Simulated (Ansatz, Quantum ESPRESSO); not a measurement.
# LiH (Fm-3m): Raman and infrared activity, part 2 of 3

Wanted: vibrational spectra of LiH (Fm-3m) from linear and non-linear response.

Quantum ESPRESSO 8.0 development, patched; DFT LDA, scalar-relativistic, plane waves, PseudoDojo norm-conserving pseudopotentials.

So far. Step 2 (A probe with smearing): A gap of 2.7 eV opens on this mesh, so the crystal is taken as an insulator; the start stands at -4.1 GPa. Step 4 (Ground state): The cell stands at -0.043 GPa, close enough for phonons. The relaxed cell has a = 3.909 Å (conventional setting).

The database entry behind the starting cell differs from later determinations by our own check (the deuteride, about 0.2 % short), so it need not match the best structure at ambient conditions.

### Step 5. Zone-centre response

At q = 0 one unit cell holds all displacements; symmetry groups them into irreducible representations that are solved one by one. The response to a field gives ε∞ and the Born charges, which polar modes need. Third-order response adds the Raman tensors.

Input file ph.in:

```
phonons
&inputph
   prefix = 'x'
   outdir = './tmp'
   fildyn = 'g.dyn'
   tr2_ph = 1.0d-18
   epsil = .true.
   lraman = .true.
   elop = .true.
/
0.000000000000 0.000000000000 0.000000000000
```

The run is started by

```bash
> OMP_NUM_THREADS=1 mpirun -n 4 ph.x -nk 4 -in ph.in > ph.out
```

The program printed:

```text
[banners, grids, parts of the stress and lines that vanish by symmetry left out]
[banner, memory and clock lines left out]
Program PHONON v.8.0dev

     Dynamical matrices for q-points given in input
     (   1q-points):
       N         xq(1)         xq(2)         xq(3)
       1   0.000000000   0.000000000   0.000000000

     ./tmp/x.save/

     IMPORTANT: XC functional enforced from input :
     Exchange-correlation= PW
                           (   1   4   0   0   0   0   0)
     Any further DFT definition will be discarded
     Please, verify this is what you really want

     G-vector sticks info

     Reading collected, re-writing distributed wavefunctions in ./tmp/

     Number and degeneracy of irreps per q-point
       N         xq(1)         xq(2)         xq(3)   N irreps
       1   0.000000000   0.000000000   0.000000000       2
        3   3

     Calculation of q =    0.0000000   0.0000000   0.0000000

     phonons

     bravais-lattice index     =            2
     lattice parameter (alat)  =       7.3875  a.u.
     unit-cell volume          =     100.7934 (a.u.)^3
     number of atoms/cell      =            2
     number of atomic types    =            2
     kinetic-energy cut-off    =      74.0000  Ry
     charge density cut-off    =     296.0000  Ry
     convergence threshold     =      1.0E-18
     beta                      =       0.7000
     number of iterations used =            4
     Exchange-correlation= PW
                           (   1   4   0   0   0   0   0)

     celldm(1)=    7.38750  celldm(2)=    0.00000  celldm(3)=    0.00000
     celldm(4)=    0.00000  celldm(5)=    0.00000  celldm(6)=    0.00000

     crystal axes: (cart. coord. in units of alat)
               a(1) = ( -0.5000  0.0000  0.5000 )
               a(2) = (  0.0000  0.5000  0.5000 )
               a(3) = ( -0.5000  0.5000  0.0000 )

     reciprocal axes: (cart. coord. in units 2 pi/alat)
               b(1) = ( -1.0000 -1.0000  1.0000 )
               b(2) = (  1.0000  1.0000  1.0000 )
               b(3) = ( -1.0000  1.0000 -1.0000 )

     Atoms inside the unit cell:

     Cartesian axes

     site n.  atom      mass           positions (alat units)
        1  Li      6.9400   tau(    1) = (    0.00000    0.00000    0.00000  )
        2  H       1.0080   tau(    2) = (   -0.50000    0.50000    0.50000  )

     Computing dynamical matrix for
                    q = (   0.0000000   0.0000000   0.0000000 )

     49 Sym.Ops. (with q -> -q+G )

     G cutoff =  409.1916  (   8657 G-vectors)     FFT grid: ( 30, 30, 30)
     number of k points=    72
                       cart. coord. in units 2pi/alat
        k(    1) = (   0.0000000   0.0000000   0.0000000), wk =   0.0011574
        k(    2) = (  -0.0833333   0.0833333  -0.0833333), wk =   0.0092593
        k(    3) = (  -0.1666667   0.1666667  -0.1666667), wk =   0.0092593
        [... further k-points left out ...]

     PseudoPot. # 1 for Li read from file:
     ./pseudo/Li.upf
     Pseudo is Norm-conserving, Zval =  3.0

     PseudoPot. # 2 for H  read from file:
     ./pseudo/H.upf
     Pseudo is Norm-conserving, Zval =  1.0

     Mode symmetry, O_h (m-3m)  point group:

     Electric field:
     Dielectric constant
     Born effective charges as d Force / d E
     Raman tensor
     Electro-optic tensor

     Atomic displacements:
     There are    2 irreducible representations

     Representation     1      3 modes -  To be done

     Representation     2      3 modes -  To be done

     Alpha used in Ewald sum =   2.8000

     Electric Fields Calculation

     The passes end when |ddv_scf|^2 is under  2.1E-19 (on this mesh; tr2_ph alone asks  1.0E-18)

      iter #   1   av.it.:   4.5
      thresh= 1.000E-02 alpha_mix =  0.700 |ddv_scf|^2 =  1.300E-08

      [... iterations left out ...]
      iter #   6   av.it.:   8.0
      thresh= 3.534E-10 alpha_mix =  0.700 |ddv_scf|^2 =  1.883E-19

     End of electric fields calculation

          Dielectric constant in cartesian axis

          (       5.009673023      -0.000000000       0.000000000 )
          (      -0.000000000       5.009673023      -0.000000000 )
          (       0.000000000      -0.000000000       5.009673023 )

          Effective charges (d Force / dE) in cartesian axis without acoustic sum rule applied (asr)

           atom    1  Li    Mean Z*:        1.02671
      Ex  (        1.02671       -0.00000        0.00000 )
      Ey  (        0.00000        1.02671       -0.00000 )
      Ez  (        0.00000       -0.00000        1.02671 )
           atom    2  H     Mean Z*:       -1.02746
      Ex  (       -1.02746       -0.00000       -0.00000 )
      Ey  (       -0.00000       -1.02746        0.00000 )
      Ez  (       -0.00000        0.00000       -1.02746 )

          Effective charges Sum: Mean:       -0.00075
             -0.00075       -0.00000       -0.00000
             -0.00000       -0.00075        0.00000
             -0.00000        0.00000       -0.00075

          Effective charges (d Force / dE) in cartesian axis with asr applied:
           atom    1  Li    Mean Z*:        1.02709
      E*x (        1.02709        0.00000        0.00000 )
      E*y (        0.00000        1.02709       -0.00000 )
      E*z (        0.00000       -0.00000        1.02709 )
           atom    2  H     Mean Z*:       -1.02709
      E*x (       -1.02709       -0.00000       -0.00000 )
      E*y (       -0.00000       -1.02709        0.00000 )
      E*z (       -0.00000        0.00000       -1.02709 )

     Calling punch_plot_e
     Writing on file  drho

     Computing Pc [DH,Drho] |psi>

     Derivative coefficient:  0.001000    Threshold: 1.00E-12
     Message from routine dhdrhopsi:
     some bands at k + dk did not converge to eth_ns: the Raman tensors may be inaccurate, compare with a run at another eth_ns or dek
     Non-scf  u_k: avg # of iterations =  9.4
     Non-scf Du_k: avg # of iterations = 15.6

          Dielectric constant from finite-differences

          (       5.009581794       0.000000000       0.000000000 )
          (       0.000000000       5.009581794      -0.000000000 )
          (       0.000000000      -0.000000000       5.009581794 )

              Electro-optic tensor is defined as
            the derivative of the dielectric tensor
              with respect to one electric field
                 units are Rydberg a.u.

            to obtain the static chi^2 multiply by 1/2

            to convert to pm/Volt multiply per 2.7502

          Electro-optic tensor in cartesian axis:

          (      -0.000000000       0.000000000      -0.000000000 )
          (       0.000000000      -0.000000000      -0.000000000 )
          (      -0.000000000       0.000000000      -0.000000000 )

          (      -0.000000000      -0.000000000      -0.000000000 )
          (      -0.000000000      -0.000000000      -0.000000000 )
          (      -0.000000000       0.000000000      -0.000000000 )

          (       0.000000000       0.000000000      -0.000000000 )
          (       0.000000000      -0.000000000      -0.000000000 )
          (      -0.000000000      -0.000000000      -0.000000000 )

          Electro-optic tensor: contribution #   1

          (       0.000000000       0.000000000       0.000000000 )
          (       0.000000000      -0.000000000       0.000000000 )
          (       0.000000000       0.000000000       0.000000000 )

          (       0.000000000      -0.000000000       0.000000000 )
          (      -0.000000000      -0.000000000      -0.000000000 )
          (       0.000000000      -0.000000000       0.000000000 )

          (      -0.000000000       0.000000000      -0.000000000 )
          (       0.000000000       0.000000000      -0.000000000 )
          (      -0.000000000      -0.000000000      -0.000000000 )

          Electro-optic tensor: contribution #   2

          (       0.000000000      -0.000000000       0.000000000 )
          (      -0.000000000      -0.000000000      -0.000000000 )
          (       0.000000000       0.000000000       0.000000000 )

          (       0.000000000       0.000000000      -0.000000000 )
          (      -0.000000000       0.000000000      -0.000000000 )
          (       0.000000000       0.000000000       0.000000000 )

          (      -0.000000000      -0.000000000       0.000000000 )
          (      -0.000000000      -0.000000000       0.000000000 )
          (       0.000000000       0.000000000       0.000000000 )

     Computing Second order response

      iter #   1   av.it.:   5.3
      thresh= 1.000E-02 alpha_mix =  0.700 |ddv_scf|^2 =  8.596E-07

      [... iterations left out ...]
      iter #   8   av.it.:   8.0
      thresh= 2.648E-11 alpha_mix =  0.700 |ddv_scf|^2 =  3.045E-23

          Raman tensor (au^-1) in cartesian axis

           atom      1
          (      -0.000000000      -0.000000000      -0.000000000 )
          (      -0.000000000       0.000000000      -0.000000000 )
          (       0.000000000       0.000000000      -0.000000000 )

          (      -0.000000000      -0.000000000      -0.000000000 )
          (       0.000000000       0.000000000       0.000000000 )
          (      -0.000000000      -0.000000000       0.000000000 )

          (       0.000000000       0.000000000      -0.000000000 )
          (       0.000000000      -0.000000000      -0.000000000 )
          (       0.000000000       0.000000000      -0.000000000 )

           atom      2
          (       0.000000000       0.000000000      -0.000000000 )
          (       0.000000000       0.000000000      -0.000000000 )
          (       0.000000000      -0.000000000      -0.000000000 )

          (       0.000000000       0.000000000      -0.000000000 )
          (       0.000000000      -0.000000000      -0.000000000 )
          (      -0.000000000      -0.000000000      -0.000000000 )

          (       0.000000000       0.000000000      -0.000000000 )
          (       0.000000000       0.000000000      -0.000000000 )
          (       0.000000000      -0.000000000       0.000000000 )

     Raman tensor (A^2)

     atom #    1    pol.  1
     -0.870895840893E-25     -0.967662045436E-26     -0.183855788633E-24
     -0.967662045436E-26      0.290298613631E-25     -0.677363431805E-25
      0.483831022718E-25      0.870895840893E-25     -0.203209029542E-24
     atom #    1    pol.  2
     -0.677363431805E-25     -0.290298613631E-25     -0.164502547724E-24
      0.125796065907E-24      0.125796065907E-24      0.677363431805E-25
[...]
atom #    1    pol.  3
[...]
atom #    2    pol.  1
[...]
atom #    2    pol.  2
[...]
atom #    2    pol.  3
[...]
0.677363431805E-25     -0.967662045436E-26      0.319328474994E-24

     Representation #   1 modes #   1   2   3

     Self-consistent Calculation

     The passes end when |ddv_scf|^2 is under  2.1E-19 (on this mesh; tr2_ph alone asks  1.0E-18)

      iter #   1   av.it.:   4.1
      thresh= 1.000E-02 alpha_mix =  0.700 |ddv_scf|^2 =  7.712E-09

      [... iterations left out ...]
      iter #   7   av.it.:   7.6
      thresh= 4.681E-11 alpha_mix =  0.700 |ddv_scf|^2 =  1.734E-23

     End of self-consistent calculation

     Convergence has been achieved

     Representation #   2 modes #   4   5   6

     Self-consistent Calculation

     The passes end when |ddv_scf|^2 is under  2.1E-19 (on this mesh; tr2_ph alone asks  1.0E-18)

      iter #   1   av.it.:   5.5
      thresh= 1.000E-02 alpha_mix =  0.700 |ddv_scf|^2 =  3.177E-07

      [... iterations left out ...]
      iter #   7   av.it.:   7.5
      thresh= 1.548E-10 alpha_mix =  0.700 |ddv_scf|^2 =  3.451E-22

     End of self-consistent calculation

     Convergence has been achieved

     Number of q in the star =    1
     List of q in the star:
          1   0.000000000   0.000000000   0.000000000

          Dielectric constant in cartesian axis

          (       5.009673023      -0.000000000       0.000000000 )
          (      -0.000000000       5.009673023      -0.000000000 )
          (       0.000000000      -0.000000000       5.009673023 )

          Effective charges (d Force / dE) in cartesian axis without acoustic sum rule applied (asr)

           atom    1  Li    Mean Z*:        1.02671
      Ex  (        1.02671       -0.00000        0.00000 )
      Ey  (        0.00000        1.02671       -0.00000 )
      Ez  (        0.00000       -0.00000        1.02671 )
           atom    2  H     Mean Z*:       -1.02746
      Ex  (       -1.02746       -0.00000       -0.00000 )
      Ey  (       -0.00000       -1.02746        0.00000 )
      Ez  (       -0.00000        0.00000       -1.02746 )

          Effective charges Sum: Mean:       -0.00075
             -0.00075       -0.00000       -0.00000
             -0.00000       -0.00075        0.00000
             -0.00000        0.00000       -0.00075

          Effective charges (d Force / dE) in cartesian axis with asr applied:
           atom    1  Li    Mean Z*:        1.02709
      E*x (        1.02709        0.00000        0.00000 )
      E*y (        0.00000        1.02709       -0.00000 )
      E*z (        0.00000       -0.00000        1.02709 )
           atom    2  H     Mean Z*:       -1.02709
      E*x (       -1.02709       -0.00000       -0.00000 )
      E*y (       -0.00000       -1.02709        0.00000 )
      E*z (       -0.00000        0.00000       -1.02709 )

     Diagonalizing the dynamical matrix

     q = (    0.000000000   0.000000000   0.000000000 )

 **************************************************************************
     freq (    1) =       0.050238 [THz] =       1.675749 [cm-1]
     freq (    2) =       0.050238 [THz] =       1.675749 [cm-1]
     freq (    3) =       0.050238 [THz] =       1.675749 [cm-1]
     freq (    4) =      19.411723 [THz] =     647.505395 [cm-1]
     freq (    5) =      19.411723 [THz] =     647.505395 [cm-1]
     freq (    6) =      19.411723 [THz] =     647.505395 [cm-1]
 **************************************************************************

     Mode symmetry, O_h (m-3m)  point group:

     freq (   1-   3) =          1.7  [cm-1]   --> T_1u G_15  G_4- I
     freq (   4-   6) =        647.5  [cm-1]   --> T_1u G_15  G_4- I
```

Wall time 40 s (4 MPI ranks of Arm Neoverse V1, shared host); 2.6 min of CPU time.

Read from the output:

* miss of the charge sum rule: 7.50e-4 e
* largest acoustic frequency at the zone centre before the sum rule: 1.68 cm⁻¹
* highest optical zone-centre mode (no LO-TO term): 647.5 cm⁻¹
* lowest optical zone-centre mode: 647.5 cm⁻¹
* mean high-frequency dielectric constant: 5.010
* largest Born charge in size (third of the trace): 1.028 e

Born charge (rows field, columns displacement), before the sum rule (e), principal values of the symmetric part by kind of site:

| atom | atoms with these values | low | middle | high | mean |
| --- | --- | --- | --- | --- | --- |
| Li1 | 1 | 1.03 | 1.03 | 1.03 | 1.03 |
| H2 | 1 | -1.03 | -1.03 | -1.03 | -1.03 |

In full for H2:

```
-1.03  0.00  0.00
 0.00 -1.03  0.00
 0.00  0.00 -1.03
```

High-frequency dielectric tensor:

```
5.01 0.00 0.00
0.00 5.01 0.00
0.00 0.00 5.01
```

The acoustic modes at Γ come out as far as 1.7 cm⁻¹ from zero, where they should vanish, a small numerical error; the Born charges miss their sum rule by 7.5e-4 e, which is good.

### Step 6. Zone-centre analysis

A rigid shift of the crystal must cost nothing, but grids and finite bases break this; the acoustic sum rule is imposed before the matrix is diagonalised again. With Born charges the intensities follow, and the static dielectric tensor.

Input file dynmat.in:

```
&input
   fildyn = 'g.dyn'
   asr = 'simple'
   fileig = 'dynmat.eig'
   lperm = .true.
/
```

The run is started by

```bash
> dynmat.x -in dynmat.in > dynmat.out
```

The program printed:

```text
[banner, memory and clock lines left out]
Program DYNMAT v.8.0dev

     Reading Dynamical Matrix from file g.dyn
     ...Force constants read
     ...epsilon and Z* read
     ...Raman cross sections read
     A direction for q was not specified:TO-LO splitting will be absent

     Polarizability (A^3 units)
     multiply by 0.427980 for Clausius-Mossotti correction (not under assume_isolated = 'mt')
         4.765788   -0.000000    0.000000
        -0.000000    4.765788   -0.000000
         0.000000   -0.000000    4.765788

     IR activities are in (D/A)^2/amu units

# mode   [cm-1]    [THz]      IR
    1     -0.00   -0.0000    0.0000
    2     -0.00   -0.0000    0.0000
    3     -0.00   -0.0000    0.0000
    4    647.51   19.4117   27.6516
    5    647.51   19.4117   27.6516
    6    647.51   19.4117   27.6516

Electronic dielectric permittivity tensor (relative, adimensional)
         5.009673   -0.000000    0.000000
        -0.000000    5.009673   -0.000000
         0.000000   -0.000000    5.009673

 ... with zone-center polar mode contributions
        14.427497    0.000000    0.000000
         0.000000   14.427497    0.000000
         0.000000    0.000000   14.427497
```

Elapsed: 0.46 s, on 1 thread.

Read from the output:

```
mean static dielectric constant : 14.43
```

Unit eigenvectors of the mass-weighted matrix after the sum rule; no LO-TO term. Modes at Γ, with each element's share of the kinetic energy:

| mode | frequency (cm⁻¹) | symmetry | Li % | H % |
| --- | --- | --- | --- | --- |
| 1 | 0.0 | acoustic | 87 | 13 |
| 2 | 0.0 | acoustic | 87 | 13 |
| 3 | 0.0 | acoustic | 87 | 13 |
| 4 | 647.5 | T1u | 13 | 87 |
| 5 | 647.5 | T1u | 13 | 87 |
| 6 | 647.5 | T1u | 13 | 87 |

Displacements in mode 6 (647.5 cm⁻¹), the largest set to 1:
```
Li1 -0.15  0.00  0.00
H2   1.00  0.00  0.00
```

Degenerate modes summed, no LO-TO term. Lines of the infrared spectrum (strongest = 100):

| position (cm⁻¹) | lines merged | label | IR intensity, relative |
| --- | --- | --- | --- |
| 648 | 3 | T1u | 100 |

Static dielectric tensor (ions relaxed, fixed cell):

```
14.43  0.00  0.00
 0.00 14.43  0.00
 0.00  0.00 14.43
```

The rule moves no optical mode by more than 0.1 cm⁻¹.

### Step 7. Sum rules set otherwise (asr crystal)

The rule can be imposed in more than one way; the choices should agree where the raw error is small.

Input file dynmat.in:

```
&input
   fildyn = 'g.dyn'
   asr = 'crystal'
   fileig = 'dynmat.eig'
   lperm = .true.
/
```

The run is started by

```bash
> dynmat.x -in dynmat.in > dynmat.out
```

The program printed:

```text
[banner, memory and clock lines left out]
Program DYNMAT v.8.0dev

     Reading Dynamical Matrix from file g.dyn
     ...Force constants read
     ...epsilon and Z* read
     ...Raman cross sections read
     Acoustic Sum Rule: || Z*(ASR) - Z*(orig)|| =    9.225116E-04
     Acoustic Sum Rule: ||dyn(ASR) - dyn(orig)||=    2.759389E-06
     A direction for q was not specified:TO-LO splitting will be absent

     Polarizability (A^3 units)
     multiply by 0.427980 for Clausius-Mossotti correction (not under assume_isolated = 'mt')
         4.765788   -0.000000    0.000000
        -0.000000    4.765788   -0.000000
         0.000000   -0.000000    4.765788

     IR activities are in (D/A)^2/amu units

# mode   [cm-1]    [THz]      IR
    1     -0.00   -0.0000    0.0000
    2     -0.00   -0.0000    0.0000
    3     -0.00   -0.0000    0.0000
    4    647.51   19.4119   27.6516
    5    647.51   19.4119   27.6516
    6    647.51   19.4119   27.6516

Electronic dielectric permittivity tensor (relative, adimensional)
         5.009673   -0.000000    0.000000
        -0.000000    5.009673   -0.000000
         0.000000   -0.000000    5.009673

 ... with zone-center polar mode contributions
        14.427354    0.000000    0.000000
         0.000000   14.427354   -0.000000
         0.000000   -0.000000   14.427354
```

Wall time 0.45 s (1 thread).

Zone-centre frequencies as printed; negative means imaginary. Modes:

| mode | frequency (cm⁻¹) |
| --- | --- |
| 1 | 0 |
| 2 | 0 |
| 3 | 0 |
| 4 | 647.5 |
| 5 | 647.5 |
| 6 | 647.5 |

Against the first rule no mode moves by more than 0.1 cm⁻¹.

[end of part 2 of 3]

[Host names and launcher messages were left out of these logs when they were recorded.]

[Logs are printed without paths, hosts, clocks, repeated set-up lines and the standing remarks that a program may print on its own settings, such as how far it seeks lower states.]

[Hosts, paths, dates, database ids (printed as entryN), source tags and the programs' standing remarks are cut or masked in the printed files.]
